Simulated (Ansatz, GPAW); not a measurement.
# Work function of a 4-layer slab of Ca(110) at several levels, part 3 of 3

Aim: the work function of both faces of a 4-layer slab of Ca(110), and its spread over functionals and bases.

GPAW 26.7.0 and Ansatz 0.2.0; Ansatz plane waves; slab in vacuum with a dipole correction, relaxation (the session's first sound run).

So far, upper work function (eV): step 2 (relaxing the atoms, PBE) 2.77; step 5 (self-consistent run: xc = "revPBE") 2.70; step 6 (self-consistent run: xc = "vdW-DF2", GPAW, PAW setups, GPAW) 2.99; step 7 (real-space grid: mode = "fd", PBE, GPAW) 2.77; step 8 (atomic orbitals: mode = "lcao", PBE, GPAW) 2.73.

### Step 10. A second plane-wave code

A second program with its own datasets checks the number independently.

This step: Ansatz plane waves; slab in vacuum with a dipole correction (Ansatz 0.2.0).

File input.yaml:

```yaml
crystal:
  lattice:
    - [5.58, 0.0, 0.0]
    - [0.0, 3.945655839, 0.0]
    - [0.0, 0.0, 23.9184837585]
  atoms:
    - { symbol: Ca, position: [0.5, 0.5, 0.3762780321] }
    - { symbol: Ca, position: [0.0, 0.0, 0.458759344] }
    - { symbol: Ca, position: [0.5, 0.5, 0.5356056322] }
    - { symbol: Ca, position: [0.0, 0.0, 0.6155155478] }
kpoints:
  mp_grid: { grid: [6, 8, 1] }
hamiltonian:
  xc: pbe
scf:
  occupations: { method: fermi_dirac, width: 0.1 }
efield:
  axis: 3
  dipole_correction: true
  ramp_width: 0.05
output:
  forces: true
  write_potential: true
  write_density: true
  volumetric_format: npy
```

On the command line:

```
$ ansatz run input.yaml --threads 4 --pin off --max-ram 8192MiB --backend cpu --events-out ev --progress --plain --runs-dir out
```

Numbers of over 12 decimals in the logs are rounded to 6 here.

What it wrote:

```text
[...]
Crystal: 4 atoms, lattice volume = 526.608 Å³
Basis set: ecut = 420 eV, 10349 PW (Γ), exchange–correlation on 80×54×320 points (8 copies of the dense FFT grid, shifted against one another)
Bands: 24, of which v1, the nominal top of the filled ones, is band 20 counted from 1 (19 counted from 0)
Symmetry: 4 space group operations
[...]
k-points: 20 of 48
[...]
SCF iter   1: F=—  HF=-7266.080452 eV  |F-HF|=—  |Δ(HF+E_count)|=         —  Δρ=1.13e-3  dr2=1.07e-1  ethr=1.77e-3  p=-0.003 e·Å  D=-1.16e-3 V/Å  ΔV_dip=0.03 eV  dr2_dipole=6.60e-4  V_vac-E_F(+/−)=2.62/2.59 eV  ⟨swp⟩=12.2  Hψ=6862  notcnv=0
[...]
SCF iter   7: F=-7266.079231 eV  HF=-7266.079231 eV  |F-HF|=5.23e-8  |Δ(HF+E_count)|=   3.16e-7  Δρ=3.69e-6  dr2=8.38e-8  ethr=2.50e-10  p=-0.000 e·Å  D=-1.63e-4 V/Å  ΔV_dip=0.00 eV  dr2_dipole=6.94e-10  V_vac-E_F(+/−)=2.77/2.76 eV  ⟨swp⟩=15.8  Hψ=4634  notcnv=0
SCF 1 converged in 7 iterations: F = -7266.079231 eV  dr2 = 8.38e-8
[...]
SCF converged after 7 iterations
Free energy (F): -7266.079231 eV
[...]
Internal energy: -7265.903564 eV  (E = F + TS)
E sigma→0 (E₀):  -7265.991398 eV
Entropy (-TS):   -0.175667 eV (-43.917 meV/atom)
Fermi energy:    -0.180820 eV
Dipole field:    D = -0.000184 V/Å  (p = -0.000537 e·Å, saw-weighted, corrected)
Work function:   Φ+ = 2.7664 eV   Φ− = 2.7620 eV
[...]
--- Forces (eV/Å), atoms counted from 1 ---
  atom   1  Ca    -0.00000000     0.00000000     0.07138604
  atom   2  Ca    -0.00000000     0.00000000    -0.06877333
  atom   3  Ca     0.00000000    -0.00000000    -0.00073634
  atom   4  Ca     0.00000000    -0.00000000    -0.00184581
  max |Σ_I F_I| component: 3.06e-5 eV/Å
--- Band table (eV; the first three rows and the last of 20) ---
  k-point 0: bands = [... 16 lower, -3.8169, -2.6738, -1.2202, -0.3590, -0.0385, 0.4346, 0.5109, 0.7422, ... 4 higher]
  k-point 1: bands = [... 16 lower, -3.6453, -2.5104, -1.0765, -0.2505, 0.0524, 0.4738, 0.4818, 0.6896, ... 4 higher]
  k-point 2: bands = [... 16 lower, -3.1484, -2.0446, -0.6985, -0.0788, 0.2332, 0.4030, 0.5219, 0.5698, ... 4 higher]
  k-point 19: bands = [... 16 lower, -0.8460, -0.8358, -0.3763, -0.3637, 0.1783, 0.1806, 0.1814, 0.1854, ... 4 higher]
```

The job ended after 9.7 s (4 threads of Arm Neoverse V1, shared host; peak memory 0.79 GiB).

In the SCF lines HF is the Harris–Foulkes energy and dr2 the Hartree energy of the density residual, in eV; the loop may stop once dr2 is under the threshold and the program's other checks hold. Hψ counts applications of the Hamiltonian.

Numbers from this step:

```
upper work function     : 2.766 eV
lower work function     : 2.762 eV
dipole along the normal : -5.37e-4 e·Å
dipole field            : -1.84e-4 V/Å
vacuum level above      : 2.586 eV
vacuum level below      : 2.581 eV
```

The electrostatic potential energy of an electron (with the applied field's), less the Fermi level, planar mean oscillates, so the rows of the table below give means over windows of 1 Å about each position, cut where the curve ends. Its maxima inside the range that stand out by 2 % of the span (Å: eV): 10.0: -0.968, 12.0: -1.44, 13.8: -1.22. Its minima: 9.0: -5.03, 10.9: -4.75, 12.9: -4.79, 14.7: -5.05.

Electrostatic potential energy of an electron (with the applied field's), less the Fermi level, planar mean against z; means over each step:

| z (Å) | electrostatic potential energy of an electron (with the applied field's), less the Fermi level, planar mean (eV) |
| --- | --- |
| 0 | 2.76 |
| 1 | 2.76 |
| 2 | 2.76 |
| 3 | 2.76 |
| 4 | 2.76 |
| 5 | 2.75 |
| 6 | 2.68 |
| 7 | 2.27 |
| 8 | 0.170 |
| 9 | -4.18 |
| 10 | -1.73 |
| 11 | -4.03 |
| 12 | -2.24 |
| 13 | -3.84 |
| 14 | -2.37 |
| 15 | -3.56 |
| 16 | 1.15 |
| 17 | 2.46 |
| 18 | 2.72 |
| 19 | 2.76 |
| 20 | 2.77 |
| 21 | 2.77 |
| 22 | 2.77 |
| 23 | 2.77 |

The valence density, planar mean by z:

z (Å), valence density, planar mean (e/Å³) and a bar:
```
      4.0      0.000 
      4.5      0.000 
      5.0      0.000 
      5.5      0.001 
      6.0      0.001 
      6.5      0.003 
      7.0      0.007 #
      7.5      0.014 #
      8.0      0.038 ###
      8.5      0.199 ###############
      9.0      0.392 #############################
      9.5      0.211 ################
     10.0      0.083 ######
     10.5      0.233 #################
     11.0      0.401 ##############################
     11.5      0.204 ###############
     12.0      0.109 ########
     12.5      0.319 ########################
     13.0      0.374 ############################
     13.5      0.138 ##########
     14.0      0.123 #########
     14.5      0.352 ##########################
     15.0      0.319 ########################
     15.5      0.080 ######
     16.0      0.020 #
     16.5      0.009 #
     17.0      0.004 
     17.5      0.002 
     18.0      0.001 
     18.5      0.000 
     19.0      0.000 
     19.5      0.000 
     20.0      0.000
```

Force by atom:

| atom | x (eV/Å) | y (eV/Å) | z (eV/Å) | size |
| --- | --- | --- | --- | --- |
| Ca1 | 0.0000 | 0.0000 | 0.0714 | 0.0714 |
| Ca2 | 0.0000 | 0.0000 | -0.0688 | 0.0688 |
| Ca3 | 0.0000 | 0.0000 | -0.0007 | 0.0007 |
| Ca4 | 0.0000 | 0.0000 | -0.0018 | 0.0018 |

The upper face's work function is 2.766 eV, against 2.769 eV in the first plane-wave PBE run at this geometry.

### Step 11. Side by side

Results and costs are gathered.

This step: comparison of work functions, dipole and cost (GPAW 26.7.0).

Ladder, by row:

| step | code | work function, upper (eV) | work function, lower (eV) | dipole (e Å) | wall time (s) | peak memory (GiB) | threads |
| --- | --- | --- | --- | --- | --- | --- | --- |
| pw | GPAW | 2.769 | 2.765 | -4.63e-4 | 192.4 | 0.35 | 1 |
| RPBE | GPAW | 2.695 | 2.691 | -4.08e-4 | 190.9 | 0.35 | 1 |
| revPBE | GPAW | 2.695 | 2.692 | -4.10e-4 | 192.2 | 0.35 | 1 |
| vdW-DF2 | GPAW | 2.993 | 2.99 | -3.02e-4 | 762.6 | 0.65 | 1 |
| fd | GPAW | 2.769 | 2.765 | -4.80e-4 | 1562 | 1.46 | 1 |
| lcao | GPAW | 2.729 | 2.725 | -4.54e-4 | 473.9 | 0.48 | 1 |
| ansatz | Ansatz | 2.766 | 2.762 | -5.37e-4 | 9.65 | 0.785 | 4 |

### Step 12. A changed run

One more run, with changed settings.

This step: GPAW, PAW setups; slab in vacuum (GPAW 26.7.0).

File run.py:

```python
import json
import numpy as np
from ase import Atoms
from gpaw import GPAW, PW

slab = Atoms(
    ['Ca', 'Ca', 'Ca', 'Ca'],
    positions=[
        [2.79000, 1.97283, 9.00000],
        [0.00000, 0.00000, 10.97283],
        [2.79000, 1.97283, 12.81087],
        [-0.00000, 0.00000, 14.72220]],
    cell=[[5.58, 0.0, 0.0], [0.0, 3.94566, 0.0], [0.0, 0.0, 23.91848]],
    pbc=[True, True, False])

slab.calc = GPAW(mode=PW(400), xc='PBE', kpts={'size': (6, 8, 1), 'gamma': True},
                 occupations={'name': 'fermi-dirac', 'width': 0.1}, nbands='160%',
                 convergence={'density': 1e-05}, maxiter=50,
                 poissonsolver={'dipolelayer': 'xy'},
                 symmetry={'tolerance': 1e-3}, txt='slab.txt')
result = {}
energy = slab.get_potential_energy()
fermi = slab.calc.get_fermi_level()
v = slab.calc.get_electrostatic_potential().mean((0, 1)) - fermi
n = slab.calc.get_pseudo_density().mean((0, 1))
L = slab.cell[2, 2]
z = np.arange(len(v)) * L / len(v)
low, high = slab.positions[:, 2].min(), slab.positions[:, 2].max()
below, above = np.interp([low - 1.0, high + 1.0], z, v)
slopes = [np.interp(x, z, np.gradient(v, z)) for x in (low - 1.0, high + 1.0)]
eps = np.array([[slab.calc.get_eigenvalues(k, s) for k in range(len(slab.calc.get_ibz_k_points()))]
                for s in range(slab.calc.get_number_of_spins())]) - fermi
top, bottom = eps[eps < 0].max(), eps[eps > 0].min()
dipole = slab.get_dipole_moment()[2]
print(f'energy {energy:.4f} eV, Fermi level {fermi:.4f} eV, dipole {dipole:.5f} e A')
print(f'potential 1.0 A off the faces, from the Fermi level: lower {below:.4f} eV, upper {above:.4f} eV')
print(f'slope of the potential there: lower {slopes[0]:.5f}, upper {slopes[1]:.5f} eV/A')
print(f'nearest levels on the mesh: {top:.4f} and {bottom:.4f} eV')
print('magnetic moment', round(slab.get_magnetic_moment(), 3))
result.update(energy=energy, fermi=fermi, dipole=dipole, below=below, above=above, slopes=slopes, edges=[top, bottom],
              z=z.tolist(), v=v.tolist(), n=n.tolist(), positions=slab.positions.tolist(),
              forces=slab.get_forces(apply_constraint=False).tolist(), moments=slab.get_magnetic_moments().tolist())
json.dump(result, open('result.json', 'w'))
```

On the command line:

```
$ OMP_NUM_THREADS=1 OPENBLAS_NUM_THREADS=1 python run.py
```

What it wrote:

```text
energy -6.6032 eV, Fermi level -0.7018 eV, dipole -0.00046 e A
potential 1.0 A off the faces, from the Fermi level: lower 0.5206 eV, upper 0.5266 eV
slope of the potential there: lower -3.66041, upper 3.67450 eV/A
nearest levels on the mesh: -0.0018 and 0.0120 eV
magnetic moment 0.0
```

The job ended after 3.3 min (1 thread; peak memory 0.35 GiB).

The run finished. A setting was moved off its sound value on purpose, so it serves as a test and not as the result.

The fault put into the input: the potential probed 1 A off the face (probe = 1.0).

### Step 13. Outcome

- work function, both faces: 2.77 eV
- dipole along the normal: -4.6e-4 e Å

**Reading.** With plane waves and PBE the work function is 2.77 eV on the upper face and 2.76 eV on the lower. Over the sound runs of the table the upper face's work function spans 2.695 (RPBE) to 2.993 eV (vdW-DF2). The two plane-wave codes differ by 0.0021 eV on the upper face. The small printed dipole stands for a step of 3.8 meV from the lower to the upper face, and the probes find 4.0 meV; values this small are near the numerical noise of both. The slab is only 5.7 Å thick between its outer nuclei, so the values belong to this film more than to the surface of the bulk metal. The in-plane lattice was kept as typed, which isn't the functional's own and leaves some strain; spin-orbit coupling and temperature are left out.

[Logs are printed without paths, hosts, clocks, repeated set-up lines and the standing remarks that a program may print on its own settings, such as how far it seeks lower states.]

[Hosts, paths, dates, database ids (printed as entryN), source tags and the programs' standing remarks are cut or masked in the printed files.]
